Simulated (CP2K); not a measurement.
Pyridazine has these distinct C atoms: C1 (bonded to 2 C and H) and C3 (bonded to C, N and H).

```xyz
10

C     0.6827    0.8207    0.0671
C    -0.7044    0.8058    0.0542
C    -1.3211   -0.4455   -0.0435
N    -0.6490   -1.6063   -0.1258
N     0.6921   -1.5935   -0.1178
C     1.3313   -0.4154   -0.0215
H     1.2512    1.7472    0.1439
H    -1.2951    1.7196    0.1169
H    -2.4082   -0.5454   -0.0571
H     2.4205   -0.4871   -0.0164
```

Their partial C K spectra (CP2K XAS_TDP, all-electron GAPW, PBEh(45%), aug-cc-pVDZ, TDA, GW2X-corrected core level, no relativity) are given in random order, each times the number of alike atoms.

Gaussian full width 0.5 eV, oscillator strength per eV, alike atoms added, rows of zeros left out:

| E (eV) | curve 1 | curve 2 |
| --- | --- | --- |
| 286.50 | 0.000 | 0.014 |
| 286.75 | 0.000 | 0.102 |
| 287.00 | 0.010 | 0.191 |
| 287.25 | 0.089 | 0.090 |
| 287.50 | 0.200 | 0.011 |
| 287.75 | 0.114 | 0.000 |
| 288.00 | 0.016 | 0.000 |
| 288.25 | 0.001 | 0.000 |
| 288.75 | 0.003 | 0.001 |
| 289.00 | 0.004 | 0.004 |
| 289.25 | 0.002 | 0.004 |
| 289.50 | 0.000 | 0.001 |
| 290.00 | 0.000 | 0.001 |
| 290.25 | 0.000 | 0.012 |
| 290.50 | 0.001 | 0.041 |
| 290.75 | 0.008 | 0.035 |
| 291.00 | 0.035 | 0.007 |
| 291.25 | 0.037 | 0.001 |
| 291.50 | 0.010 | 0.002 |
| 291.75 | 0.004 | 0.007 |
| 292.00 | 0.011 | 0.015 |
| 292.25 | 0.011 | 0.026 |
| 292.50 | 0.011 | 0.030 |
| 292.75 | 0.026 | 0.013 |
| 293.00 | 0.024 | 0.007 |
| 293.25 | 0.009 | 0.020 |
| 293.50 | 0.013 | 0.033 |
| 293.75 | 0.035 | 0.029 |
| 294.00 | 0.053 | 0.020 |
| 294.25 | 0.036 | 0.011 |
| 294.50 | 0.022 | 0.010 |
| 294.75 | 0.017 | 0.021 |
| 295.00 | 0.009 | 0.031 |
| 295.25 | 0.006 | 0.021 |
| 295.50 | 0.009 | 0.016 |
| 295.75 | 0.024 | 0.044 |
| 296.00 | 0.045 | 0.073 |
| 296.25 | 0.052 | 0.049 |
| 296.50 | 0.046 | 0.013 |
| 296.75 | 0.026 | 0.006 |
| 297.00 | 0.012 | 0.005 |
| 297.25 | 0.008 | 0.008 |
| 297.50 | 0.009 | 0.028 |
| 297.75 | 0.023 | 0.035 |

Q: Which curve belongs to which atom?

Curve 1: C3 (bonded to C, N and H), leading line at 287.52 eV (f = 0.054 an atom), ionisation energy 293.23 eV, term value 5.71 eV. Curve 2: C1 (bonded to 2 C and H), leading line at 286.99 eV (f = 0.051 an atom), ionisation energy 292.96 eV, term value 5.97 eV. The leading line of an atom is its first one with 35 % of the strongest within 2.5 eV of its lowest line over the strength cut. A line lies at the core ionisation energy, which rises as an atom loses charge to its neighbours or to a π system, less the term value, which is large for a low π* or σ* orbital with weight on that atom.

[Banner, clock and machine lines of the logs are left out without a mark of their own.]

[Logs are printed without paths, hosts, clocks, repeated set-up lines and the standing remarks that a program may print on its own settings, such as how far it seeks lower states.]

[Hosts, paths, dates, database ids (printed as entryN), source tags and the programs' standing remarks are cut or masked in the printed files.]
